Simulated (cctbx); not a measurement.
**Diagnosing a refinement**

Cell a = 4.2020 Å, b = 14.0290 Å, c = 14.5370 Å, α = 90.00°, β = 90.00°, γ = 90.00°; space group Cmcm (no. 63). The compound is CsEr2CoTe2Se2.

Simulated single-crystal data (cctbx): Mo Kα, λ = 0.71073 Å, to d = 0.8 Å, 95 % of the full sphere, strongest reflection 20000 counts, noise from counting, a 1.5 % proportional error and a noise floor of 8 counts (s.d.); no absorption.

An anisotropic refinement with weights 1/σ² prints:

```text
Rint 0.021, 136 unique reflections to 1.30 A
cycle     R1     wR2    GooF  max shift (A)
   1  0.0072  0.0149   0.982   0.00165
   2  0.0065  0.0132   0.870   0.00000
final R1 0.0065 wR2 0.0132 GooF 0.870  parameters 28  data/parameter 4.9
atom        x        y        z      Ueq    occ   su(xyz)  su(Uiso or U11)
Er1    0.50000  0.13323  0.06071   0.0067  1.000  0.00003  0.0004
Cs1    0.50000  0.38332  0.25000   0.0071  1.000  0.00006  0.0006
Te1    0.00000  0.00000  0.00000   0.0097  1.000  0.00000  0.0006
Te2    0.50000  0.06605  0.25000   0.0096  1.000  0.00006  0.0007
Se1    0.50000  0.23575  0.88778   0.0072  1.000  0.00007  0.0008
Co1    0.00000  0.16057  0.25000   0.0118  1.000  0.00013  0.0013
difference map: max 0.28 min -0.29 rms 0.09
Q1    0.0000  0.2158  0.7500    4    0.29  1.39 A from Cs1
Q2    0.0000  0.2342  0.1852    8    0.28  1.14 A from Se1
Q3    0.0000  0.2891  0.7500    4    0.28  2.03 A from Te2
Q4    0.0000  0.2755  0.6409    8    0.27  1.73 A from Er1
Q5    0.0000  0.4384  0.9983    8    0.24  1.32 A from Er1
Q6    0.2440  0.9978  0.2500    8    0.24  1.44 A from Te2
```

**Question.** Can this result stand? If not, what is the likely fault?

Mend it. The fault: data cut at low resolution. Against the right model at the same level, R1 goes from 0.0098 to 0.0065 and GooF from 0.95 to 0.87. The atoms are right, but there are too few data for the parameters: R1 flatters and the s.u.s grow. Data per parameter fall from 18.7 to 4.9.

The compound is CsEr2CoTe2Se2. The right model at the same level gives:

```text
Rint 0.027, 523 unique reflections to 0.80 A
cycle     R1     wR2    GooF  max shift (A)
   1  0.0105  0.0201   1.024   0.00028
   2  0.0098  0.0187   0.951   0.00000
final R1 0.0098 wR2 0.0187 GooF 0.951  parameters 28  data/parameter 18.7
atom        x        y        z      Ueq    occ   su(xyz)  su(Uiso or U11)
Er1    0.50000  0.13321  0.06069   0.0066  1.000  0.00001  0.0001
Cs1    0.50000  0.38329  0.25000   0.0069  1.000  0.00003  0.0002
Te1    0.00000  0.00000  0.00000   0.0098  1.000  0.00000  0.0002
Te2    0.50000  0.06600  0.25000   0.0095  1.000  0.00003  0.0002
Se1    0.50000  0.23566  0.88782   0.0072  1.000  0.00003  0.0002
Co1    0.00000  0.16053  0.25000   0.0116  1.000  0.00007  0.0004
difference map: max 1.07 min -0.90 rms 0.20
Q1    0.0000  0.2474  0.7500    4    1.07  1.83 A from Cs1
Q2    0.0000  0.1007  0.0401    8    0.81  1.53 A from Te1
Q3    0.0000  0.3190  0.6374    8    0.74  1.30 A from Er1
Q4    0.0000  0.0534  0.6833    8    0.73  1.31 A from Cs1
Q5    0.0000  0.3670  0.7500    4    0.71  0.94 A from Te2
Q6    0.0000  0.2098  0.7143    8    0.69  1.41 A from Cs1
```

The model was made for the exercise: a known structure type with other elements put in, its volume estimated, not relaxed; displacement parameters are assumed.

[Middle refinement cycles are left out of these outputs.]

[Logs are printed without paths, hosts, clocks, repeated set-up lines and the standing remarks that a program may print on its own settings, such as how far it seeks lower states.]
